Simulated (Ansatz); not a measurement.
# Sc on Mo(110): change of the work function, part 2 of 2

Aim: the work function of Mo(110) at several coverages of Sc (longbridge site), and the dipole that each adsorbate carries.

Ansatz 0.2.0; plane-wave DFT, PBE, Ansatz PAW (the session's first sound run).

So far, work function, upper face (eV): step 2 (the clean slab) 4.60; step 3 (37 atoms, coverage 0.111 ML, cell 3x3) 3.21; step 4 (17 atoms, coverage 0.25 ML, cell 2x2) 2.46.

## Step 5: Adsorbate added, k-mesh 6×6×1, coverage 0.5 ML

System of this step: Sc/Mo(110). The cell holds 18 atoms: 16 Mo and 2 Sc. Its edges and angles: a = 5.456 Å, b = 5.456 Å, c = 27.639 Å, α = 90.0°, β = 90.0°, γ = 70.5°. Vacuum lies along c.

input.yaml

```yaml
crystal:
  lattice:
    - [4.4547727214, -3.15, 0.0]
    - [4.4547727214, 3.15, 0.0]
    - [0.0, 0.0, 27.6386145372]
  atoms:
    - { symbol: Mo, position: [0.0, 0.0, 0.325631373] }
    - { symbol: Mo, position: [0.25, 0.25, 0.4062210262] }
    - { symbol: Mo, position: [0.0, 0.0, 0.4876151117] }
    - { symbol: Mo, position: [0.25, 0.25, 0.5652655937] }
    - { symbol: Mo, position: [0.0, 0.5, 0.325631373] }
    - { symbol: Mo, position: [0.25, 0.75, 0.4062210262] }
    - { symbol: Mo, position: [0.0, 0.5, 0.4876151117] }
    - { symbol: Mo, position: [0.25, 0.75, 0.5652655937] }
    - { symbol: Mo, position: [0.5, 0.0, 0.325631373] }
    - { symbol: Mo, position: [0.75, 0.25, 0.4062210262] }
    - { symbol: Mo, position: [0.5, 0.0, 0.4876151117] }
    - { symbol: Mo, position: [0.75, 0.25, 0.5652655937] }
    - { symbol: Mo, position: [0.5, 0.5, 0.325631373] }
    - { symbol: Mo, position: [0.75, 0.75, 0.4062210262] }
    - { symbol: Mo, position: [0.5, 0.5, 0.4876151117] }
    - { symbol: Mo, position: [0.75, 0.75, 0.5652655937] }
    - { symbol: Sc, position: [0.0, 0.0, 0.674368627] }
    - { symbol: Sc, position: [0.5, 0.5, 0.674368627] }
kpoints:
  mp_grid: { grid: [6, 6, 1] }
hamiltonian:
  xc: pbe
scf:
  occupations: { method: fermi_dirac, width: 0.1 }
  convergence: { dr2_threshold: 1.0e-08 }
efield:
  axis: 3
  dipole_correction: true
  ramp_position: 0.97
  ramp_width: 0.06
relax:
  f_tol: 0.02
  max_steps: 60
  constraints: [{ sites: [0, 1, 4, 5, 8, 9, 12, 13] }]
output:
  bader: true
  dos: { projected: true, e_range: [-8, 4] }
  write_potential: true
  write_density: true
  volumetric_format: npy
```

Started as:

```console
ansatz run input.yaml --threads 4 --pin off --max-ram 12288MiB --backend cpu --events-out ev --progress --plain --runs-dir out
```

Run time: 6.8 min. Hardware: 4 threads of Arm Neoverse V1, shared host; peak memory 3.2 GiB; 26 min of CPU time.

The steps of the relaxation:

| step | energy less that of the first step (eV) | largest force component (eV/Å) |
| --- | --- | --- |
| 1 | 0.0000 | 1.5581 |
| 2 | -0.8736 | 1.5495 |
| 3 | -1.5149 | 1.2515 |
| 4 | -1.9050 | 0.5401 |
| 5 | -2.0334 | 0.1138 |
| 6 | -2.0376 | 0.0082 |

Forces are held to the 8 operations that the run works with; a distortion that breaks them can't arise in this run.

The atoms that moved most (Å):

```
atom     dx     dy      dz  length
Sc18  0.000  0.000  -0.774   0.774
Sc17  0.000  0.000  -0.774   0.774
 Mo4  0.000  0.000   0.111   0.111
Mo16  0.000  0.000   0.111   0.111
Mo12  0.000  0.000   0.019   0.019
 Mo8  0.000  0.000   0.019   0.019
 Mo7  0.000  0.000  -0.012   0.012
Mo11  0.000  0.000  -0.012   0.012
```

The relaxation took 6 steps and lowered the energy by 2.0 eV; the largest force on the free atoms ends at 0.0082 eV/Å.

The covered face has 2.92 eV, -1.68 eV against the clean one; the bare back face has moved by -0.05 eV, a measure of how thin the slab is.

## Step 6: Work function against coverage

This step: plane-wave DFT, PBE, Ansatz PAW; work function against coverage (Ansatz 0.2.0).

The runs are now put side by side.

Numbers from this step:

- work function of the clean face: 4.598 eV
- largest change of the work function: -2.141 eV

Work function of the covered face against coverage:

```
coverage (adsorbates/nm²)  work function of the covered face (eV)
                     0.00                                    4.60
                     1.58                                    3.21
                     3.56                                    2.46
                     7.13                                    2.92
```

The dipole per adsorbate comes from the change of the cell's dipole. Coverage, by row:

| coverage (1/nm²) | coverage (ML) | work function (eV) | change (eV) | dipole per adsorbate, positive end outwards (debye) | mean height of the added atoms over the highest substrate atom (Å) |
| --- | --- | --- | --- | --- | --- |
| 1.583 | 0.1111 | 3.214 | -1.384 | 2.259 | 2.111 |
| 3.563 | 0.25 | 2.457 | -2.141 | 1.55 | 2.09 |
| 7.126 | 0.5 | 2.919 | -1.679 | 0.605 | 2.13 |

## Step 7: The slab at 0.25 ML, atoms frozen

This step: plane-wave DFT, PBE, Ansatz PAW (Ansatz 0.2.0).

System of this step: Sc/Mo(110). The cell holds 17 atoms: 16 Mo and 1 Sc. Its edges and angles: a = 5.456 Å, b = 5.456 Å, c = 27.639 Å, α = 90.0°, β = 90.0°, γ = 70.5°. Vacuum lies along c.

To see where the charge goes, the covered slab, the bare substrate and the adsorbate layer are each run at the same frozen positions and on the same grid.

input.yaml

```yaml
crystal:
  lattice:
    - [4.4547727214, -3.15, 0.0]
    - [4.4547727214, 3.15, 0.0]
    - [0.0, 0.0, 27.6386145372]
  atoms:
    - { symbol: Mo, position: [0.0, 0.0, 0.325631373] }
    - { symbol: Mo, position: [0.25, 0.25, 0.4062210262] }
    - { symbol: Mo, position: [0.0, 0.0, 0.4870946589] }
    - { symbol: Mo, position: [0.2451176252, 0.2451176252, 0.5683184138] }
    - { symbol: Mo, position: [0.0, 0.5, 0.325631373] }
    - { symbol: Mo, position: [0.25, 0.75, 0.4062210262] }
    - { symbol: Mo, position: [0.0, 0.5, 0.4872527124] }
    - { symbol: Mo, position: [0.2534272378, 0.7465727622, 0.5655861516] }
    - { symbol: Mo, position: [0.5, 0.0, 0.325631373] }
    - { symbol: Mo, position: [0.75, 0.25, 0.4062210262] }
    - { symbol: Mo, position: [0.5, 0.0, 0.4872527124] }
    - { symbol: Mo, position: [0.7465727622, 0.2534272378, 0.5655861516] }
    - { symbol: Mo, position: [0.5, 0.5, 0.325631373] }
    - { symbol: Mo, position: [0.75, 0.75, 0.4062210262] }
    - { symbol: Mo, position: [0.5, 0.5, 0.4874210378] }
    - { symbol: Mo, position: [0.7548823748, 0.7548823748, 0.5683184138] }
    - { symbol: Sc, position: [0.0, 0.0, 0.6439227106] }
kpoints:
  mp_grid: { grid: [6, 6, 1] }
hamiltonian:
  xc: pbe
scf:
  occupations: { method: fermi_dirac, width: 0.1 }
  convergence: { dr2_threshold: 1.0e-08 }
efield:
  axis: 3
  dipole_correction: true
  ramp_position: 0.97
  ramp_width: 0.06
output:
  write_potential: true
  write_density: true
  volumetric_format: npy
```

Elapsed: 66 s, on 4 threads; peak memory 3 GiB; 4.3 min of CPU time.

Numbers from this step:

```
energy at zero smearing        : -81422.5664 eV
work function, upper face      : 2.457 eV
work function, lower face      : 4.635 eV
dipole along the normal        : 0.3377 e·Å
step between the vacuum levels : -2.177 eV
```

The work function of the upper face is 2.46 eV.

## Step 8: The substrate of the 0.25 ML cell alone

System of this step: Sc/Mo(110), substrate alone, atoms held. The cell holds 16 atoms: 16 Mo. Its edges and angles: a = 5.456 Å, b = 5.456 Å, c = 27.639 Å, α = 90.0°, β = 90.0°, γ = 70.5°. Vacuum lies along c.

The second part, atoms unmoved.

input.yaml: that of step 7 with these lines changed.

```diff
@@ -22,3 +22,2 @@
     - { symbol: Mo, position: [0.7548823748, 0.7548823748, 0.5683184138] }
-    - { symbol: Sc, position: [0.0, 0.0, 0.6439227106] }
 kpoints:
```

Run time: 61 s. Hardware: 4 threads; peak memory 2.8 GiB; 3.9 min of CPU time.

Numbers from this step:

```
energy at zero smearing        : -79286.3460 eV
work function, upper face      : 4.657 eV
work function, lower face      : 4.691 eV
dipole along the normal        : 0.005289 e·Å
step between the vacuum levels : -0.03410 eV
```

The work function of the upper face is 4.66 eV.

## Step 9: The adsorbate layer of the 0.25 ML cell alone

System of this step: Sc/Mo(110), adsorbate layer alone, atoms held. The cell holds 1 atom: 1 Sc. Cell: a = 5.456 Å, b = 5.456 Å, c = 27.639 Å, α = 90.0°, β = 90.0°, γ = 70.5°. Vacuum lies along c.

The third part; a free layer of atoms may carry a moment, so spin is on.

input.yaml, the sections that differ from step 8:

```yaml
crystal:
  lattice:
    - [4.4547727214, -3.15, 0.0]
    - [4.4547727214, 3.15, 0.0]
    - [0.0, 0.0, 27.6386145372]
  atoms:
    - { symbol: Sc, position: [0.0, 0.0, 0.6439227106], spin: 1.0 }
magnetization:
  spin_polarized: true
# kpoints, hamiltonian, scf, efield, output: as in step 8
```

Run time: 32 s. Hardware: 4 threads; peak memory 1.1 GiB; 2 min of CPU time.

Numbers from this step:

| Quantity | Value |
| --- | --- |
| energy at zero smearing | -2131.8678 eV |
| total moment | 1.302 μB |
| site moments | 1.256 μB |
| work function, upper face | 3.450 eV |
| dipole along the normal | 5.31e-6 e·Å |

Site moment by atom:

```
atom  site moment (μB)
 Sc1              1.26
```

The free layer carries a moment of 1.3 μB a cell.

## Step 10: Where the charge went at 0.25 ML

This step: plane-wave DFT, PBE, Ansatz PAW; density difference on adsorption (Ansatz 0.2.0).

The densities of the parts are taken from that of the whole and averaged over planes; the first moment of what is left gives the step in the potential.

This step gave:

```
largest charge moved                 : 0.01138 e/Å²
potential step from the moved charge : -2.144 eV
```

The electron density difference oscillates, so the rows of the table below give means over windows of 1 Å about each position, cut where the curve ends. Its maxima inside the range that stand out by 2 % of the span (Å: e/Å³): 8.5: 6.6e-4, 9.4: 3.5e-4, 10.8: 5.1e-4, 11.7: 4.1e-4, 13.1: 0.00128, 15.0: 3.3e-4, 15.7: -0.00392, 16.8: 0.0228, 18.3: 0.00443. Its minima: 8.9: -3.8e-4, 10.2: -4.9e-4, 11.2: -5.3e-4, 12.4: -5.8e-4, 14.4: -7.6e-4, 15.4: -0.00607, 16.0: -0.0112, 17.8: -0.0129, 19.0: -0.00697.

Planar mean, whole system less its parts. The electron density difference by z; means over each step:

z (Å), electron density difference (e/Å³) and a bar from the least value:
```
        4     0.0000 #######
        5     0.0000 #######
        6     0.0000 #######
        7    -0.0002 #######
        8     0.0002 ########
        9     0.0001 ########
       10    -0.0002 #######
       11     0.0000 #######
       12    -0.0001 #######
       13     0.0004 ########
       14    -0.0003 #######
       15    -0.0019 #####
       16    -0.0041 ##
       17     0.0173 ##############################
       18    -0.0029 ####
       19    -0.0057 
       20    -0.0021 #####
       21    -0.0003 #######
       22     0.0000 #######
       23     0.0000 #######
```

Planar mean, whole system less its parts. Electrons moved below z against z:

```csv
z (Å),electrons moved below z (e/Å²)
4,-3.7e-7
5,-3.0e-6
6,-2.2e-5
7,-1.2e-4
8,-2.3e-4
9,-1.2e-5
10,-6.6e-6
11,-6.2e-5
12,-9.6e-5
13,-9.2e-5
14,6.3e-6
15,-3.2e-4
16,-0.00613
17,0.00518
18,0.00718
19,0.00482
20,7.6e-4
21,6.5e-5
22,-2.2e-7
23,-1.6e-6
24,-5.7e-7
```

## Step 11: A changed input

This step: plane-wave DFT, PBE, Ansatz PAW (Ansatz 0.2.0).

System of this step: Sc/Mo(110). The cell holds 18 atoms: 16 Mo and 2 Sc. Cell: a = 5.456 Å, b = 5.456 Å, c = 27.639 Å, α = 90.0°, β = 90.0°, γ = 70.5°. Vacuum lies along c.

An input spoilt on purpose, to show how the run answers: it repeats the earlier run at 0.5 ML with efield.axis from 3 to 2, and scf.max_iter set to 80.

input.yaml

```yaml
crystal:
  lattice:
    - [4.4547727214, -3.15, 0.0]
    - [4.4547727214, 3.15, 0.0]
    - [0.0, 0.0, 27.6386145372]
  atoms:
    - { symbol: Mo, position: [0.0, 0.0, 0.325631373] }
    - { symbol: Mo, position: [0.25, 0.25, 0.4062210262] }
    - { symbol: Mo, position: [0.0, 0.0, 0.4876151117] }
    - { symbol: Mo, position: [0.25, 0.25, 0.5652655937] }
    - { symbol: Mo, position: [0.0, 0.5, 0.325631373] }
    - { symbol: Mo, position: [0.25, 0.75, 0.4062210262] }
    - { symbol: Mo, position: [0.0, 0.5, 0.4876151117] }
    - { symbol: Mo, position: [0.25, 0.75, 0.5652655937] }
    - { symbol: Mo, position: [0.5, 0.0, 0.325631373] }
    - { symbol: Mo, position: [0.75, 0.25, 0.4062210262] }
    - { symbol: Mo, position: [0.5, 0.0, 0.4876151117] }
    - { symbol: Mo, position: [0.75, 0.25, 0.5652655937] }
    - { symbol: Mo, position: [0.5, 0.5, 0.325631373] }
    - { symbol: Mo, position: [0.75, 0.75, 0.4062210262] }
    - { symbol: Mo, position: [0.5, 0.5, 0.4876151117] }
    - { symbol: Mo, position: [0.75, 0.75, 0.5652655937] }
    - { symbol: Sc, position: [0.0, 0.0, 0.674368627] }
    - { symbol: Sc, position: [0.5, 0.5, 0.674368627] }
kpoints:
  mp_grid: { grid: [6, 6, 1] }
hamiltonian:
  xc: pbe
scf:
  occupations: { method: fermi_dirac, width: 0.1 }
  convergence: { dr2_threshold: 1.0e-08 }
  max_iter: 80
efield:
  axis: 2
  dipole_correction: true
  ramp_position: 0.97
  ramp_width: 0.06
relax:
  f_tol: 0.02
  max_steps: 60
  constraints: [{ sites: [0, 1, 4, 5, 8, 9, 12, 13] }]
output:
  bader: true
  dos: { projected: true, e_range: [-8, 4] }
  write_potential: true
  write_density: true
  volumetric_format: npy
```

Wall time 0.5 s (4 threads); peak memory 1.3 GiB.

The program refused the input before any cycle.

The program's message: “Error: efield: ion 0 (Mo) at fractional coordinate 0.0000 along the field axis lies inside the sawtooth ramp with 2 of the planes that the density is read on at each end, [0.9200, 0.0800] — the ramp m …”

The fault put into the input: the field along an axis without vacuum.

## Step 12: Varying the input

This step: plane-wave DFT, PBE, Ansatz PAW, but for the change named below (Ansatz 0.2.0).

System of this step: Mo(110). The cell holds 4 atoms: 4 Mo. Its edges and angles: a = 2.728 Å, b = 2.728 Å, c = 24.682 Å, α = 90.0°, β = 90.0°, γ = 70.5°. Vacuum lies along c.

Another changed input: it repeats the earlier run at 0 ML with crystal.symmetry to detect: false and hamiltonian.xc from pbe to pbesol.

input.yaml

```yaml
crystal:
  lattice:
    - [2.2273863607, -1.575, 0.0]
    - [2.2273863607, 1.575, 0.0]
    - [0.0, 0.0, 24.6821590822]
  atoms:
    - { symbol: Mo, position: [0.0, 0.0, 0.3646358477] }
    - { symbol: Mo, position: [0.5, 0.5, 0.4548786159] }
    - { symbol: Mo, position: [0.0, 0.0, 0.5451213841] }
    - { symbol: Mo, position: [0.5, 0.5, 0.6353641523] }
  symmetry: { detect: false }
kpoints:
  mp_grid: { grid: [12, 12, 1] }
hamiltonian:
  xc: pbesol
scf:
  occupations: { method: fermi_dirac, width: 0.1 }
  convergence: { dr2_threshold: 1.0e-08 }
efield:
  axis: 3
  dipole_correction: true
  ramp_position: 0.97
  ramp_width: 0.06
relax:
  f_tol: 0.02
  max_steps: 60
  constraints: [{ sites: [0, 1] }]
output:
  write_potential: true
  write_density: true
  volumetric_format: npy
```

It took 49 s on 4 threads; peak memory 0.71 GiB.

Step by step:

```
step  energy less that of the first step (eV)  largest force component (eV/Å)
   1                                   0.0000                          0.8876
   2                                  -0.0398                          0.7685
   3                                  -0.0632                          0.0928
   4                                  -0.0646                          0.0147
```

The atoms that moved most (Å):

```csv
atom,dx,dy,dz,length
Mo4,0.000,0.001,-0.142,0.142
Mo3,0.000,0.000,-0.018,0.018
```

Final coordinates:

```
Mo
1.0
     2.22739   -1.57500    0.00000
     2.22739    1.57500    0.00000
     0.00000    0.00000   24.68216
Mo
4
Direct
  0.00000 0.00000 0.36464
  0.50000 0.50000 0.45488
  0.99984 0.00006 0.54441
  0.49977 0.50026 0.62961
```

Numbers from this step:

| Item | Value |
| --- | --- |
| energy at zero smearing | -19587.0849 eV |
| work function, upper face | 4.682 eV |
| work function, lower face | 4.824 eV |
| dipole along the normal | 0.005484 e·Å |
| step between the vacuum levels | -0.1414 eV |

```
                      quantity  this run  earlier run  difference
work function, upper face (eV)     4.682        4.598       0.084
work function, lower face (eV)     4.824        4.696        0.13
 dipole along the normal (e·Å)  0.005484     0.003789      0.0017
```

What moves beyond 0.01 in its unit (for the dipole 0.5 % and 5e-5 e·Å): dipole along the normal (+0.0017 e·Å), work function, lower face (+0.128 eV) and work function, upper face (+0.084 eV).

## Step 13: Summary of results

| Quantity | Value |
| --- | --- |
| work function of the clean face | 4.60 eV |
| work function at 0.11 ML | 3.21 eV |
| work function at 0.25 ML | 2.46 eV |
| work function at 0.5 ML | 2.92 eV |
| dipole per adsorbate at 0.11 ML, positive end outwards | 2.26 D |
| step of the potential from the moved charge at 0.25 ML, upper less lower side, atoms held | -2.14 eV |

**Reading.** Sc lowers the work function of Mo(110) at the lowest coverage, by 1.38 eV: the adsorbate layer has its positive end outwards. The dipole per adsorbate falls from 2.26 to 0.60 D as the layer fills. Neighbouring dipoles depolarise each other, and heights and bonding change with coverage too. The work function passes a minimum near 0.25 ML among the coverages run and rises again. The slab has 4 layers, at the tabulated experimental lattice constant, one starting site was run, and quantum-size effects of a slab this thin can reach one or two tenths of an eV. The main runs have no spin polarisation; a magnetic state could lie lower and would change these results.

[Logs are printed without paths, hosts, clocks, repeated set-up lines and the standing remarks that a program may print on its own settings, such as how far it seeks lower states.]

[Hosts, paths, dates, database ids (printed as entryN), source tags and the programs' standing remarks are cut or masked in the printed files.]

[Maps of the electrostatic potential energy from Ansatz leave out the sawtooth potential of an applied field or a dipole correction, so their vacuum need not be flat; planar profiles and work functions include it.]
